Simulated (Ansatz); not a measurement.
## Lattice dynamics of RbSbS3 (model cell, started as cubic perovskite with Sb in the octahedra)

Aim: the vibrations of RbSbS3 (model cell, started as cubic perovskite with Sb in the octahedra), their spectra, and whether the structure is stable.

Main program and level: Ansatz 0.2.0; DFT PBEsol, scalar-relativistic, plane waves, PAW; PAW set soft_1.

The structure was built from a prototype and need not be the compound's stable phase.

## Step 1: Set-up

It takes space group Pm-3m (No. 221, cubic). The conventional cell has a = 4.782 Å, b = 4.782 Å, c = 4.782 Å, α = 90.00°, β = 90.00°, γ = 90.00°. Rb has 12 S at 3.38 Å nearest. Nearest to Sb lie 6 S at 2.39 Å. Nearest to S lie 2 Sb at 2.39 Å and 4 Rb at 3.38 Å. Farther neighbours and most contacts between anions are not listed.

## Step 2: Rough relaxation

A rough relaxation comes first, because large forces or stress need no tight tolerances yet.

input.yaml

```yaml
crystal:
  lattice:
    - [4.7824, 0.0, 0.0]
    - [0.0, 4.7824, 0.0]
    - [0.0, 0.0, 4.7824]
  atoms:
    - { symbol: Rb, position: [0.0, 0.0, 0.0] }
    - { symbol: Sb, position: [0.5, 0.5, 0.5] }
    - { symbol: S, position: [0.5, 0.5, 0.0] }
    - { symbol: S, position: [0.5, 0.0, 0.5] }
    - { symbol: S, position: [0.0, 0.5, 0.5] }
kpoints:
  mp_grid: { grid: [4, 4, 4] }
hamiltonian:
  xc: pbesol
  pseudopotentials: { kind: paw, azcp: { folder: soft_1 }, xc_functional: pbe }
scf:
  occupations: { method: gaussian, width: 0.1 }
output:
  forces: true
  stress: true
  eigenvalues: true
relax:
  adjacent_minimum: "off"
  f_tol: 0.05
  max_steps: 80
  cell: { stress_tol: 0.5 }
```

The run is started by

```
$ ansatz run input.yaml --threads 8 --pin off --max-ram 16384MiB --backend cpu --events-out ev --progress --plain --runs-dir out
```

Numbers of over 12 decimals in the logs are rounded to 6 here.

The log of the run:

```text
The last accepted step is kept in <dir> (removed where the run ends without a failure and the disk answers)
Engine: ansatz 0.2.0, aarch64-unknown-linux-gnu
Pseudopotentials: kind: paw
Pseudopotential: Rb, paw, valence charge 9, recommended cutoff 420 eV (normal), soft_1/Rb.paw.azcp
Pseudopotential: Sb, paw, valence charge 15, recommended cutoff 420 eV (normal), soft_1/Sb.paw.azcp
[...]
cell:  # Å, volume = 128.5839 Å³
    - [5.047336, 0, 0]
    - [0, 5.047336, 0]
    - [0, 0, 5.047336]
  atoms:
    - { symbol: Rb, position: [0, 0, 0] }
    - { symbol: Sb, position: [0.500000, 0.500000, 0.500000] }
    - { symbol: S, position: [0.500000, 0.500000, 0] }
    - { symbol: S, position: [0.500000, 0, 0.500000] }
    - { symbol: S, position: [0, 0.500000, 0.500000] }
[key lines of the parts left out:]
SCF converged after 6 iterations
Free energy (F): -12281.413266 eV
Fermi energy:    5.384924 eV
P = ⅓ Tr σ = 0.3751 GPa (3.751 kbar)
```

It took 1.7 s on 8 threads of Arm Neoverse V2, shared host; peak memory 0.46 GiB.

Step by step:

| step | energy less that of the first step (eV) | largest force component (eV/Å) | pressure (GPa) | volume (Å³) |
| --- | --- | --- | --- | --- |
| 1 | 0.0000 | 0.0000 | 13.12 | 109.38 |
| 2 | -0.6842 | 0.0000 | 1.43 | 126.17 |
| 3 | -0.6972 | 0.0000 | 0.36 | 128.58 |
| 4* | -0.7007 | 0.0000 | 0.38 | 128.58 |

Relaxation steps marked * repeat the geometry before them on a plane-wave basis chosen anew for their cell, so energy and pressure can jump there.

The run keeps the 48 symmetry operations that it works with, so distortions that break them were not tested.

| conventional cell, symmetrised | before | after | change |
| --- | --- | --- | --- |
| a (Å) | 4.782 | 5.047 | +5.5 % |
| b (Å) | 4.782 | 5.047 | +5.5 % |
| c (Å) | 4.782 | 5.047 | +5.5 % |
| volume (Å³/atom) | 21.88 | 25.72 | +17.6 % |

Final coordinates:

```xyz
5
Lattice="5.0473 0.0000 0.0000 0.0000 5.0473 0.0000 0.0000 0.0000 5.0473" Properties=species:S:1:pos:R:3 pbc="T T T"
Rb    0.0000    0.0000    0.0000
Sb    2.5237    2.5237    2.5237
S     2.5237    2.5237    0.0000
S     2.5237    0.0000    2.5237
S     0.0000    2.5237    2.5237
```

Numbers from this step:

```
pressure          : 0.3751 GPa
volume per atom   : 25.72 Å³
gap on the k-mesh : 0 eV
```

In this step the volume went from 21.88 to 25.72 Å³/atom.

## Step 3: Relaxation

Harmonic phonons are second derivatives at a point where the forces vanish, and they are wanted at zero stress, so atoms and cell are relaxed first.

input.yaml, the sections that differ from step 2:

```yaml
crystal:
  lattice:
    - [5.0473357997, 0.0, 0.0]
    - [0.0, 5.0473357997, 0.0]
    - [0.0, 0.0, 5.0473357997]
  atoms:
    - { symbol: Rb, position: [0.0, 0.0, 0.0] }
    - { symbol: Sb, position: [0.5, 0.5, 0.5] }
    - { symbol: S, position: [0.5, 0.5, 0.0] }
    - { symbol: S, position: [0.5, 0.0, 0.5] }
    - { symbol: S, position: [0.0, 0.5, 0.5] }
kpoints:
  mp_grid: { grid: [8, 8, 8] }
relax:
  adjacent_minimum: "off"
  f_tol: 0.005
  max_steps: 80
  cell: { stress_tol: 0.05 }
# hamiltonian, scf, output: as in step 2
```

The log of the run:

```text
[...]
Crystal: 5 atoms, lattice volume = 128.584 Å³
Basis set: ecut = 420 eV, 2517 PW (Γ), exchange–correlation on 72×72×72 points (8 copies of the dense FFT grid, shifted against one another)
Bands: 26, of which v1, the nominal top of the filled ones, is band 21 counted from 1 (20 counted from 0)
Symmetry: 48 space group operations
[...]
k-points: 35 of 512
[...]
--- Relaxed structure (3 steps of the walk, 3 accepted, 1 SCFs on fresh bases) ---
[...]
cell:  # Å, volume = 130.5154 Å³
    - [5.072482, 0, 0]
    - [0, 5.072482, 0.0]
    - [0, 0.0, 5.072482]
  atoms:
    - { symbol: Rb, position: [0, 0, 0] }
    - { symbol: Sb, position: [0.5, 0.5, 0.5] }
    - { symbol: S, position: [0.5, 0.5, 0] }
    - { symbol: S, position: [0.5, 0, 0.5] }
    - { symbol: S, position: [0, 0.5, 0.5] }
[key lines of the parts left out:]
SCF converged after 8 iterations
Free energy (F): -12281.328066 eV
Fermi energy:    5.357746 eV
P = ⅓ Tr σ = 0.0017 GPa (0.017 kbar)
```

The job ended after 4.2 s (8 threads; peak memory 0.56 GiB).

The steps of the relaxation:

| step | energy less that of the first step (eV) | largest force component (eV/Å) | pressure (GPa) | volume (Å³) |
| --- | --- | --- | --- | --- |
| 1 | 0.0000 | 0.0000 | 0.72 | 128.58 |
| 2 | -0.0041 | 0.0000 | 0.06 | 130.35 |
| 3 | -0.0041 | 0.0000 | 0.00 | 130.52 |
| 4* | -0.0043 | 0.0000 | 0.00 | 130.52 |

Relaxation steps marked * repeat the geometry before them on a plane-wave basis chosen anew for their cell, so energy and pressure can jump there.

Forces are held to the 48 operations that the run works with; a distortion that breaks them can't arise in this run.

| conventional cell, symmetrised | before | after | change |
| --- | --- | --- | --- |
| a (Å) | 5.047 | 5.072 | +0.5 % |
| b (Å) | 5.047 | 5.072 | +0.5 % |
| c (Å) | 5.047 | 5.072 | +0.5 % |
| volume (Å³/atom) | 25.72 | 26.10 | +1.5 % |

Final coordinates:

```cif
data_structure
_symmetry_space_group_name_H-M 'P 1'
_symmetry_Int_Tables_number 1
_cell_length_a 5.0725
_cell_length_b 5.0725
_cell_length_c 5.0725
_cell_angle_alpha 90.000
_cell_angle_beta 90.000
_cell_angle_gamma 90.000
_cell_volume 130.52
loop_
_atom_site_label
_atom_site_type_symbol
_atom_site_fract_x
_atom_site_fract_y
_atom_site_fract_z
_atom_site_occupancy
Rb1 Rb 0.00000 0.00000 0.00000 1
Sb2 Sb 0.50000 0.50000 0.50000 1
S3 S 0.50000 0.50000 0.00000 1
S4 S 0.50000 0.00000 0.50000 1
S5 S 0.00000 0.50000 0.50000 1
```

This step gave:

```yaml
pressure: 0.001682 GPa
volume_per_atom: 26.10 Å³
```

In this step the volume went from 25.72 to 26.10 Å³/atom.

## Step 4: Tight relaxation

Phonons need a cell at rest on their own settings, so the relaxation is repeated with tight tolerances on forces and stress on the k mesh and occupations of the first response run.

input.yaml, the sections that differ from step 3:

```yaml
crystal:
  lattice:
    - [5.0724823725, 0.0, 0.0]
    - [0.0, 5.0724823725, 0.0]
    - [0.0, 0.0, 5.0724823725]
  atoms:
    - { symbol: Rb, position: [0.0, 0.0, 0.0] }
    - { symbol: Sb, position: [0.5, 0.5, 0.5] }
    - { symbol: S, position: [0.5, 0.5, 0.0] }
    - { symbol: S, position: [0.5, 0.0, 0.5] }
    - { symbol: S, position: [0.0, 0.5, 0.5] }
scf:
  occupations: { method: methfessel_paxton, width: 0.2 }
relax:
  adjacent_minimum: "off"
  f_tol: 0.001
  max_steps: 60
  cell: { stress_tol: 0.01 }
# kpoints, hamiltonian, output: as in step 3
```

The log of the run:

```text
[...]
Crystal: 5 atoms, lattice volume = 130.515 Å³
Basis set: ecut = 420 eV, 2517 PW (Γ), exchange–correlation on 72×72×72 points (8 copies of the dense FFT grid, shifted against one another)
Bands: 26, of which v1, the nominal top of the filled ones, is band 21 counted from 1 (20 counted from 0)
Symmetry: 48 space group operations
[...]
k-points: 35 of 512
[...]
--- Relaxed structure (2 steps of the walk, 2 accepted, 1 SCFs on fresh bases) ---
[...]
cell:  # Å, volume = 130.4343 Å³
    - [5.071431, 0, 0]
    - [0.0, 5.071431, 0.0]
    - [0, 0.0, 5.071431]
  atoms:
    - { symbol: Rb, position: [0, 0, 0] }
    - { symbol: Sb, position: [0.5, 0.5, 0.5] }
    - { symbol: S, position: [0.5, 0.5, 0] }
    - { symbol: S, position: [0.5, 0, 0.5] }
    - { symbol: S, position: [0, 0.5, 0.5] }
[key lines of the parts left out:]
SCF converged after 7 iterations
Free energy (F): -12281.318281 eV
Fermi energy:    5.352367 eV
P = ⅓ Tr σ = -0.0025 GPa (-0.025 kbar)
```

Run time: 3.2 s. Hardware: 8 threads; peak memory 0.56 GiB.

Little changed from the start: no atom moved by 0.005 Å and no cell edge by 0.1 %.

Numbers from this step:

| Quantity | Value |
| --- | --- |
| pressure | -0.002535 GPa |
| volume per atom | 26.09 Å³ |

The forces vanish by symmetry and the pressure is -0.003 GPa, within the tolerances set. The cell now holds 26.09 Å³/atom.

## Step 5: Linear response at the zone centre

The zone centre comes first: it holds the modes that light can see, as far as symmetry allows. No field response is asked, since the mesh shows no gap.

input.yaml, the sections that differ from step 4:

```yaml
crystal:
  lattice:
    - [5.0714313962, 0.0, 0.0]
    - [0.0, 5.0714313962, 0.0]
    - [0.0, 0.0, 5.0714313962]
  atoms:
    - { symbol: Rb, position: [0.0, 0.0, 0.0] }
    - { symbol: Sb, position: [0.5, 0.5, 0.5] }
    - { symbol: S, position: [0.5, 0.5, 0.0] }
    - { symbol: S, position: [0.5, 0.0, 0.5] }
    - { symbol: S, position: [0.0, 0.5, 0.5] }
output:
  eigenvalues: true
phonons:
  method: dfpt
# kpoints, hamiltonian, scf: as in step 4
# relax: removed
```

The log of the run:

```text
zone centre: on kpoints.mp_grid the ground state, and the responses unless they are solved on pairs of k-points, stand on 125 of the mesh's 512 k-points, reduced under 8 symmetry operations, with k and −k counted as one. Each operation leaves every solved displacement unchanged or reverses it
[...]
Crystal: 5 atoms, lattice volume = 130.434 Å³
Basis set: ecut = 420 eV, 2517 PW (Γ), exchange–correlation on 72×72×72 points (8 copies of the dense FFT grid, shifted against one another)
Bands: 26, of which v1, the nominal top of the filled ones, is band 21 counted from 1 (20 counted from 0)
Symmetry: 48 space group operations
k-points: 125 of 512 (irreducible under 8 space group operations)
[...]
SCF iter   1: F=—  HF=-12282.881122 eV  |F-HF|=—  |Δ(HF+E_count)|=         —  Δρ=3.30e-2  dr2=3.92e0  ethr=3.10e-3  ⟨swp⟩=7.2  Hψ=17313  notcnv=0
[...]
SCF iter  12: F=-12281.318281 eV  HF=-12281.318281 eV  |F-HF|=5.46e-12  |Δ(HF+E_count)|=  2.31e-10  S|Δr|=    0.00e0  Δρ=5.44e-8  dr2=4.41e-12  ethr=1.00e-12  ⟨swp⟩=10.7  Hψ=24686  notcnv=0
SCF 1 converged in 12 iterations: F = -12281.318281 eV  dr2 = 4.41e-12
[...]
DFPT response loops at Γ: preconditioner auto → Kerker (q_TF=auto, 2.259 Å⁻¹) (partly filled bands, converged f_vac=0.009); β = 1.00, the filter's whole step (`scf.mixing.beta` (0.50) is not read by the response loops under this deck's `scf.mixing.preconditioner`; to damp them name `kerker` or `kerker_dos`, under which they read `scf.mixing.beta`, and type it under 1.00, their step now; both keys bind the ground state too); Broyden in place of MSR1
SCF converged after 12 iterations
[...]
Free energy (F): -12281.318281 eV
[...]
Internal energy: -12281.320559 eV  (E = F + TS)
E sigma→0 (E₀):  -12281.318850 eV
Entropy (-TS):   0.002279 eV (0.456 meV/atom)
Fermi energy:    5.352366 eV
[...]
--- Band table (eV; the first three rows and the last of 125) ---
  k-point 0: bands = [... 17 lower, 4.6660, 4.6660, 4.8534, 4.8534, 4.8534, 9.9656, 10.5503, 10.5503, ... 1 higher]
  k-point 1: bands = [... 17 lower, 4.5984, 4.5993, 4.7738, 4.8057, 4.8057, 10.2181, 10.6221, 10.7927, ... 1 higher]
  k-point 2: bands = [... 17 lower, 4.4126, 4.4487, 4.6976, 4.7281, 4.7281, 10.7003, 10.8298, 10.9702, ... 1 higher]
  k-point 124: bands = [... 17 lower, 4.0075, 5.7565, 5.7565, 5.7565, 6.7422, 6.7422, 6.7422, 9.0167, ... 1 higher]
--- Phonons (Γ-DFPT): 4 representative perturbations + reference, on 125 of 512 k-points (Σ response iterations 12) ---
  k mesh reduced under 8 symmetry operations, with k and −k counted as one. Each operation leaves every solved displacement unchanged or reverses it
  ASR residual: 1.674e-5 → 0.000e0 eV/Å²; symmetrization residual: 1.590e-6 eV/Å²
  ASR residual per site (eV/Å²): 1.67e-5 2.99e-6 7.71e-6 7.71e-6 7.71e-6
  Γ frequencies (cm⁻¹): -79.32 -79.32 -79.32 -4.78 -4.78 -4.78 0.00 0.00 0.00 75.53 75.53 75.53 199.65 199.65 199.65
  non-analytic LO–TO correction: not included (Born effective charges unavailable; polar crystals: no LO–TO splitting at Γ)
```

Elapsed: 23 s, on 8 threads; peak memory 1.6 GiB.

The column dr2 measures how far the density is from self-consistency, as an energy; F and HF (Harris–Foulkes) agree once it is small.

Numbers from this step:

| Item | Value |
| --- | --- |
| sum-rule residual before enforcement | 1.67e-5 eV/Å² |
| point group | m-3m |
| highest optical mode at the zone centre (no LO-TO term) | 199.7 cm⁻¹ |
| lowest optical zone-centre mode | -79.32 cm⁻¹ |

Patterns of degenerate modes are one choice out of their space. The modes at Γ (shares of kinetic energy by element, %) (negative means imaginary):

| mode | frequency (cm⁻¹) | symmetry | Rb % | Sb % | S % |
| --- | --- | --- | --- | --- | --- |
| 1 | -79.3 | T1u | 3 | 42 | 55 |
| 2 | -79.3 | T1u | 3 | 42 | 55 |
| 3 | -79.3 | T1u | 3 | 42 | 55 |
| 4 | -4.8 | T2u | 0 | 0 | 100 |
| 5 | -4.8 | T2u | 0 | 0 | 100 |
| 6 | -4.8 | T2u | 0 | 0 | 100 |
| 7 | 0.0 | acoustic | 28 | 40 | 32 |
| 8 | 0.0 | acoustic | 28 | 40 | 32 |
| 9 | 0.0 | acoustic | 28 | 40 | 32 |
| 10 | 75.5 | T1u | 69 | 7 | 24 |
| 11 | 75.5 | T1u | 69 | 7 | 24 |
| 12 | 75.5 | T1u | 69 | 7 | 24 |
| 13 | 199.7 | T1u | 0 | 11 | 89 |
| 14 | 199.7 | T1u | 0 | 11 | 89 |
| 15 | 199.7 | T1u | 0 | 11 | 89 |

Displacements in mode 1 (-79.3 cm⁻¹), the largest set to 1:
```
Rb1  0.00 -0.20 -0.21
Sb2  0.00  0.62  0.64
S3   0.00 -0.97  0.14
S4   0.00  0.13 -1.00
S5   0.00 -0.97 -1.00
```

Displacements in mode 15 (199.7 cm⁻¹), the largest set to 1:
```
Rb1  0.00  0.00  0.00
Sb2  0.00 -0.18  0.06
S3   0.00 -0.16 -0.31
S4   0.00  1.00  0.05
S5   0.00 -0.16  0.05
```

Before it was imposed, the acoustic sum rule was missed by 1.7e-5 eV/Å². Small misses are needed for a sound result but don't prove that mesh and cutoff are converged. The lowest optical mode is imaginary, 79.3i cm⁻¹, so the energy falls along it.

[end of part 1 of 2]

[Logs are printed without paths, hosts, clocks, repeated set-up lines and the standing remarks that a program may print on its own settings, such as how far it seeks lower states.]

[Hosts, paths, dates, database ids (printed as entryN), source tags and the programs' standing remarks are cut or masked in the printed files.]
